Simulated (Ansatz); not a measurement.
MoS2 (layered bulk) (P6_3/mmc), computed twice by G0W0.

```yaml
crystal:
  lattice:
    - [3.10906, 0.00000, 0.00000]
    - [-1.55453, 2.69252, 0.00000]
    - [0.00000, 0.00000, 11.71117]
  atoms:
    - { symbol: Mo, position: [0.33333, 0.66667, 0.25000] }
    - { symbol: S, position: [0.66667, 0.33333, 0.38348] }
    - { symbol: S, position: [0.66667, 0.33333, 0.11652] }
    - { symbol: Mo, position: [0.66667, 0.33333, 0.75000] }
    - { symbol: S, position: [0.33333, 0.66667, 0.88348] }
    - { symbol: S, position: [0.33333, 0.66667, 0.61652] }
```

The structure was relaxed with PBEsol-D3(BJ). The runs that relaxed it are not among those shown.

The first (Ansatz 0.2.0; start PBEsol, 9×9×2 mesh, 408 empty bands, screening to 150 eV, PAW set soft_1 files; 1 × NVIDIA H100 80GB HBM3 (shared by 6 runs) with 3 threads of AMD EPYC 7R13 (Zen 3), shared host) gave, on its mesh: starting gap 0.64 eV, G0W0 gap 1.04 eV, RPA ε∞ (mean) 13.19, 87 s.

Q: The second changes empty bands from 408 to 103 and screening cutoff (eV) from 150.0 to 60. What does it give?

It gave: starting gap 0.64 eV, G0W0 gap 0.94 eV, RPA ε∞ (mean) 13.61, 33 s. The G0W0 gap moves by −0.10 eV, +0.00 eV from the start and −0.10 eV from the correction. Σc changes by +0.56 eV at the valence top and +0.47 eV at the conduction bottom, and Σx − Vxc between them by +0.00 eV.

Limits: not at the basis limit; no spin-orbit coupling; coarse k mesh.

[Paths, hosts, dates, memory and timing lines, banners, echoed tables and standing remarks are left out of the program output.]

[Logs are printed without paths, hosts, clocks, repeated set-up lines and the standing remarks that a program may print on its own settings, such as how far it seeks lower states.]

[Runs of the session that timed out or met a known fault of the program may be left out.]

[Cells called generated may have been cut or substituted from an entry of the Crystallography Open Database or the Materials Project.]

[Hosts, paths, dates, database ids (printed as entryN), source tags and the programs' standing remarks are cut or masked in the printed files.]
